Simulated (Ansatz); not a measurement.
# Sensitivity of the G0W0 gap of H6PbCNCl3 (Pm)

Aim: change settings of a G0W0 run on H6PbCNCl3 (Pm) and see what moves.

Method: G0W0 on r2SCAN, plane waves, PAW, in Ansatz 0.2.0.

### Step 1. The starting structure

It takes space group Pm (No. 6, monoclinic). Conventional cell: a = 5.753 Å, b = 5.765 Å, c = 5.855 Å, α = 90.00°, β = 90.03°, γ = 90.00°. Nearest to H lie 1 C at 1.09 Å. H has 1 C at 1.09 Å nearest. Nearest to H lie 1 N at 1.04 Å. Pb has 6 Cl at 2.88 to 2.99 Å nearest. Nearest to C lie 3 H at 1.09 Å and 1 N at 1.49 Å. Farther neighbours and most contacts between anions are not listed.

The cell and positions are those that the Materials Project relaxed with its own functionals (PBE, PBE+U or r2SCAN), kept fixed. Spin-orbit coupling is left out unless a step names it. The default PAW set here is soft_2. Its files were made with PBE.

### Step 2. The base run: 2×2×2 mesh, 414 empty bands, screening to 96 eV

Now the one-shot GW correction: screening in the RPA, then the self-energy of the levels asked for.

Contents of input.yaml:

```yaml
crystal:
  lattice:
    - [5.752832, 0.0, 0.0]
    - [0.0, 5.764671, 0.0]
    - [-0.002604, 0.0, 5.855201]
  atoms:
    - { symbol: H, position: [0.879476, 0.5, 0.790423] }
    - { symbol: H, position: [0.813252, 0.344072, 0.047387] }
    - { symbol: H, position: [0.813252, 0.655928, 0.047387] }
    - { symbol: H, position: [0.229661, 0.354316, 0.978538] }
    - { symbol: H, position: [0.229661, 0.645684, 0.978538] }
    - { symbol: H, position: [0.170957, 0.5, 0.216412] }
    - { symbol: Pb, position: [0.473988, 0.0, 0.483874] }
    - { symbol: C, position: [0.894268, 0.5, 0.976848] }
    - { symbol: "N", position: [0.144932, 0.5, 0.040731] }
    - { symbol: Cl, position: [0.427891, 0.0, 0.975558] }
    - { symbol: Cl, position: [0.429192, 0.5, 0.520036] }
    - { symbol: Cl, position: [0.971826, 0.0, 0.43966] }
kpoints:
  mp_grid: { grid: [2, 2, 2] }
hamiltonian:
  xc: r2scan
scf:
  occupations: { method: fixed }
gw:
  n_empty_bands: 414
  ecut_chi: 96
  qp_bands: [v4, c4]
  qp_kpoints: band_edges
  screening: { model: contour_deformation }
```

Launch:

```bash
$ ansatz run input.yaml --threads 3 --pin off --max-ram 92160MiB --backend cuda --events-out ev --progress --plain --runs-dir out --devices 1 --max-vram 13GiB
```

Numbers of over 12 decimals in the logs are rounded to 6 here.

What it wrote:

```text
GPUs: using 1 of 1 available (devices: 1).
Engine: ansatz 0.2.0, x86_64-unknown-linux-gnu
Pseudopotentials: kind: paw
Pseudopotential: H, paw, valence charge 1, recommended cutoff 500 eV (meta_gga), H.paw.azcp
Pseudopotential: Pb, paw, valence charge 14, recommended cutoff 500 eV (meta_gga), Pb.paw.azcp
Pseudopotential: C, paw, valence charge 4, recommended cutoff 500 eV (meta_gga), C.paw.azcp
Pseudopotential: N, paw, valence charge 5, recommended cutoff 500 eV (meta_gga), N.paw.azcp
Pseudopotential: Cl, paw, valence charge 7, recommended cutoff 500 eV (meta_gga), Cl.paw.azcp
Functional definition: r2SCAN
  parameter k0 = 0.174
  parameter k1 = 0.065
  parameter a1 = 4.9479
  exchange = r2scan_x(k0 = k0, k1 = k1, a1 = a1)
  correlation = r2scan_c
device memory: the entry about to start is reckoned to put 3.0 GiB on a device that reports 58.2 GiB free (of which the cap on the GPU budget leaves the run 13.0 GiB)
GPU FFT provider: cuFFT
GPU libraries: cuBLAS 13.8.2, cuFFT 12.4.0, cuSOLVER 12.3.4
Crystal: 12 atoms, lattice volume = 194.177 Å³
Basis set: ecut = 500 eV, 4961 PW (Γ), exchange–correlation on 180×180×180 points (64 copies of the dense FFT grid, shifted against one another)
Bands: 37, of which v1, the nominal top of the filled ones, is band 25 counted from 1 (24 counted from 0)
Symmetry: 2 space group operations
Space group: Pm (ITA 6), of the structure as read, at distance tolerance 5.8e-5 Å
k-points: 8
Non-local potential: H, projectors of the file, l = 0: 2, l = 1: 1
Non-local potential: Pb, projectors of the file, l = 0: 2, l = 1: 2, l = 2: 2, l = 3: 2
Non-local potential: C, projectors of the file, l = 0: 2, l = 1: 2, l = 2: 1
Non-local potential: N, projectors of the file, l = 0: 2, l = 1: 2, l = 2: 1
Non-local potential: Cl, projectors of the file, l = 0: 2, l = 1: 2, l = 2: 2
PAW form: soft (Blöchl's): semilocal exchange-correlation on the pseudo side does not see the compensation charge
PAW frozen core: Pb, regenerated for the run's functional (the file was generated under x = pbe(κ = 0.804, μ = 0.219515), c = pbe(β = 0.066725))
PAW frozen core: C, regenerated for the run's functional (the file was generated under x = pbe(κ = 0.804, μ = 0.219515), c = pbe(β = 0.066725))
PAW frozen core: N, regenerated for the run's functional (the file was generated under x = pbe(κ = 0.804, μ = 0.219515), c = pbe(β = 0.066725))
PAW frozen core: Cl, regenerated for the run's functional (the file was generated under x = pbe(κ = 0.804, μ = 0.219515), c = pbe(β = 0.066725))
PAW one-centre angular grid: H, 302 points (default); XC on 160 Gauss nodes
PAW one-centre angular grid: Pb, 590 points (default); XC on 160 Gauss nodes
PAW one-centre angular grid: C, 302 points (default); XC on 239 of its mesh's 2573 points in the sphere
[...]
NSCF: frozen V_eff on 1 k-points
device memory: the entry about to start is reckoned to put 0.8 GiB on a device that reports 52.7 GiB free (of which the cap on the GPU budget leaves the run 13.0 GiB)
NSCF: frozen V_eff on 1 k-points
SCF converged after 7 iterations
Free energy (F): -15911.447651 eV
Harris-Foulkes:  -15911.447651 eV  (|F-HF|=4.80e-8)
Internal energy: -15911.447651 eV  (E = F + TS)
E sigma→0 (E₀):  -15911.447651 eV
Fermi energy:    1.444790 eV
--- Per-component energies (eV) ---
  E_band       = -369.925635
  E_kinetic    = 1072.209987
  E_local      = -3123.323486  (includes V_loc(G=0)·N_el)
  E_nonlocal   = 517.819406
  E_hartree    = 1123.164574
  E_xc         = -681.061949
  E_vxc        = -775.547020  (∫ρ·V_xc dr)
  E_paw        = -12662.484804  (= ΣΔE_a)
  E_vpaw       = -352.939986  (= ΣTr[D̂ρ^β])
  E_aug_tail   = -0.002660  (compensation charges beyond the density's cutoff)
  E_vtau       = 45.522858  (kinetic-family band-sum trace: ∫τ·v_τ [+ j·A + Jᵃ·Aᵃ] dr)
  E_ewald      = -2158.270663
  E_core_change = 0.501944  (= ΣΔE_core)
  E_smearing   = -0.000000  (= −TS)
  E_closure    = -0.000000  (closes the sum)
  Σ components = -15911.447651   (vs F -15911.447651, Δ=0.00e0)
--- Band table (eV; the first three rows and the last of 8) ---
  k-point 0: bands = [... 21 lower, -0.5092, -0.3766, -0.0335, -0.0056, 6.3538, 7.3255, 7.5113, 7.9601, ... 8 higher]
  k-point 1: bands = [... 21 lower, -0.3273, -0.3021, -0.0489, 0.1253, 5.0648, 7.2111, 7.4218, 7.7428, ... 8 higher]
  k-point 2: bands = [... 21 lower, -0.3759, -0.2080, -0.0354, 0.1656, 5.2011, 6.9610, 7.5741, 7.7676, ... 8 higher]
  k-point 7: bands = [... 21 lower, -0.3513, 0.1320, 0.1430, 1.4448, 4.3595, 4.3893, 4.6241, 7.7835, ... 8 higher]
--- G₀W₀: contour deformation, 6 samples at zero and on the imaginary axis and 1 off it, 8 q-points, 414 empty bands' worth ---
  eigenvalues of the whole cell's RPA ε∞ on this k-mesh (on a slab, of 1 + 4πα/V) = 3.9344, 4.1550, 4.5391; static W/v taken at q = 0 is 0.237530
  gw.qp_kpoints: band_edges: 8 of 8 stored k-points solved, in 1 pass; an edge of the gap read off the rows below is read off those points alone
    ik  band        ε_KS         Σx   Σc(E_QP)       V_xc       Z   E_QP_lin       E_QP  E_QP is
     0    22     -0.5092   -20.4718     3.1273   -16.3966  0.7502    -1.4789    -1.4571  root
     0    23     -0.3766   -20.4379     3.1140   -16.3754  0.7494    -1.3472    -1.3252  root
     0    24     -0.0335   -20.3737     3.1540   -16.2589  0.7459    -1.0180    -0.9944  root
     0    25     -0.0056   -20.3870     3.1511   -16.2827  0.7455    -0.9821    -0.9588  root
     0    26      6.3538    -4.0923    -3.3910    -7.9182  0.8249     6.7916     6.7886  root
     0    27      7.3255    -8.2487    -3.7780   -12.6734  0.7745     7.9800     7.9722  root
     0    28      7.5113    -8.1495    -3.8202   -12.6284  0.7721     8.1737     8.1700  root
     0    29      7.9601    -7.5743    -3.7597   -11.9707  0.7814     8.6041     8.5968  root
[...]
7    26      4.3595    -7.4594    -3.4296   -11.4479  0.8038     4.9238     4.9184  root
     7    27      4.3893    -7.3876    -3.4353   -11.3833  0.8047     4.9551     4.9497  root
     7    28      4.6241    -7.5994    -3.4226   -11.5821  0.8043     5.1896     5.1842  root
     7    29      7.7835    -4.1091    -3.6027    -8.3514  0.8203     8.4302     8.4231  root
```

Wall time 25 s (1 × NVIDIA H100 80GB HBM3 (shared by 6 runs) with 3 threads of AMD EPYC 7R13 (Zen 3), shared host); peak memory 1.8 GiB; 40 s of CPU time.

This step gave:

| Property | Result |
| --- | --- |
| bands summed | 439 |
| RPA ε∞ on this mesh (eigenvalues) | 3.934, 4.155, 4.539 |
| plane waves in the screening matrix | 437 |
| q-points in the mesh | 8 |
| G0W0 gap on the mesh | 4.165 eV |
| k of the valence top | -0.5, -0.5, -0.5 |
| k of the conduction bottom | -0.5, -0.5, -0.5 |
| starting gap on the mesh | 2.915 eV |
| Z at the valence top | 0.7770 |
| Z at the conduction bottom | 0.8038 |
| least direct G0W0 gap on the computed points | 4.165 eV |

The gap on the mesh goes from 2.91 eV to 4.17 eV, a correction of +1.25 eV. Between the two edge states, bare exchange in place of the xc potential would open the gap by 6.41 eV, and correlation takes back 5.15 eV.

### Step 3. Variant: other PAW set

input.yaml, as its differences from that of step 2:

```diff
@@ -22,2 +22,3 @@
   xc: r2scan
+  pseudopotentials: { kind: paw, source: jth }
 scf:
@@ -25,4 +26,4 @@
 gw:
-  n_empty_bands: 414
-  ecut_chi: 96
+  n_empty_bands: 440
+  ecut_chi: 100
   qp_bands: [v4, c4]
```

What it wrote:

```text
Warning: <dir> the checks of this H dataset prove no rule for summing its radial tables, as where they were carried onto another mesh than they were made on, and Gregory's rule is taken, under which a leading mesh point left out moves its sums only by what lay on the interval it spanned. That does not make them correct, and they differ from Quantum ESPRESSO's on this file; a re-export a fraction of a mesh step off can move them. hamiltonian.pseudopotentials.radial_quadrature: simpson_from_first_knot sums it by `pw.x`'s rule; on a PAW file no value gives `pw.x`'s numbers. What more to know: hamiltonian.pseudopotentials.radial_quadrature, in the input reference
Warning: <dir> the checks of this Pb dataset prove no rule for summing its radial tables, as where they were carried onto another mesh than they were made on, and Gregory's rule is taken, under which a leading mesh point left out moves its sums only by what lay on the interval it spanned. That does not make them correct, and they differ from Quantum ESPRESSO's on this file; a re-export a fraction of a mesh step off can move them. hamiltonian.pseudopotentials.radial_quadrature: simpson_from_first_knot sums it by `pw.x`'s rule; on a PAW file no value gives `pw.x`'s numbers. What more to know: hamiltonian.pseudopotentials.radial_quadrature, in the input reference
[...]
G₀W₀ screening: q 1/8
[... further progress lines ...]
[...]
SCF converged after 9 iterations
Free energy (F): -15849.647108 eV
[...]
Internal energy: -15849.647108 eV  (E = F + TS)
E sigma→0 (E₀):  -15849.647108 eV
Fermi energy:    1.388398 eV
[...]
--- Band table (eV; the first three rows and the last of 8) ---
  k-point 0: bands = [... 21 lower, -0.5526, -0.4200, -0.0768, -0.0489, 6.3090, 7.2832, 7.4701, 7.9157, ... 8 higher]
  k-point 1: bands = [... 21 lower, -0.3707, -0.3454, -0.0922, 0.0786, 5.0221, 7.1687, 7.3783, 7.7006, ... 8 higher]
  k-point 2: bands = [... 21 lower, -0.4194, -0.2513, -0.0786, 0.1193, 5.1586, 6.9188, 7.5306, 7.7250, ... 8 higher]
  k-point 7: bands = [... 21 lower, -0.3950, 0.0887, 0.0996, 1.3884, 4.3177, 4.3473, 4.5810, 7.7415, ... 8 higher]
[...]
0    22     -0.5526   -20.4547     2.9888   -16.3798  0.7477    -1.6678    -1.6388  root
     0    23     -0.4200   -20.4208     2.9740   -16.3590  0.7469    -1.5373    -1.5078  root
     0    24     -0.0768   -20.3556     3.0133   -16.2416  0.7434    -1.2091    -1.1776  root
     0    25     -0.0489   -20.3695     3.0124   -16.2658  0.7430    -1.1712    -1.1402  root
     0    26      6.3090    -4.0882    -3.3993    -7.9092  0.8246     6.7335     6.7307  root
     0    27      7.2832    -8.2819    -3.8428   -12.7017  0.7734     7.8670     7.8602  root
     0    28      7.4701    -8.2017    -3.8828   -12.6770  0.7709     8.0664     8.0626  root
     0    29      7.9157    -7.5198    -3.8148   -11.9025  0.7814     8.4890     8.4836  root
[...]
7    26      4.3177    -7.4913    -3.4415   -11.4683  0.8031     4.8580     4.8531  root
     7    27      4.3473    -7.4171    -3.4476   -11.4013  0.8041     4.8888     4.8839  root
     7    28      4.5810    -7.6240    -3.4381   -11.5964  0.8036     5.1202     5.1154  root
     7    29      7.7415    -4.0980    -3.6002    -8.3302  0.8201     8.3804     8.3735  root
```

Run time: 59 s. Hardware: 1 × NVIDIA H100 80GB HBM3 (shared by 6 runs) with 3 threads; peak memory 9 GiB.

The G0W0 gap on the mesh is 4.190 eV.

Against the base:

| setting | base | variant |
| --- | --- | --- |
| files | default PAW | JTH PAW |
| empty bands | 414 | 440 |
| screening cutoff (eV) | 96 | 100 |

| quantity | variant | base |
| --- | --- | --- |
| starting gap on the mesh | 2.929 | 2.915 |
| G0W0 gap on the mesh | 4.190 | 4.165 |
| least direct G0W0 gap on the computed points | 4.190 | 4.165 |
| Z at the valence top | 0.774 | 0.777 |
| Z at the conduction bottom | 0.803 | 0.804 |

### Step 4. Summary of results

```
base          : 4.17 eV, 25 s
other PAW set : 4.19 eV, 59 s
```

In words: Other PAW set: the gap moves by +0.02 eV and the time by a factor of 2.3 (the plane-wave cutoff goes from 500 to 1800 eV). The variant differs from the base in files, empty bands and screening cutoff together, so the change can't be laid to one of them. All runs here use a coarse mesh and modest cutoffs; they test settings and are not final values. The 2×2×2 mesh is coarse for this cell (its supercell is 12 Å along the shortest edge). The RPA ε∞ on it, from the r2SCAN start, is 3.93, 4.16 and 4.54; such meshes misread the long-range screening, most where the gap is narrow. Where an edge is built on 6p states of lead, bismuth or thallium, scalar-relativistic gaps usually stand too wide, by a few tenths to over one eV. The many-body steps are scalar-relativistic: spin-orbit coupling is not in them.

[Paths, hosts, dates, memory and timing lines, banners, echoed tables and standing remarks are left out of the program output.]

[Logs are printed without paths, hosts, clocks, repeated set-up lines and the standing remarks that a program may print on its own settings, such as how far it seeks lower states.]

[Runs of the session that timed out or met a known fault of the program may be left out.]

[Cells called generated may have been cut or substituted from an entry of the Crystallography Open Database or the Materials Project.]

[Hosts, paths, dates, database ids (printed as entryN), source tags and the programs' standing remarks are cut or masked in the printed files.]
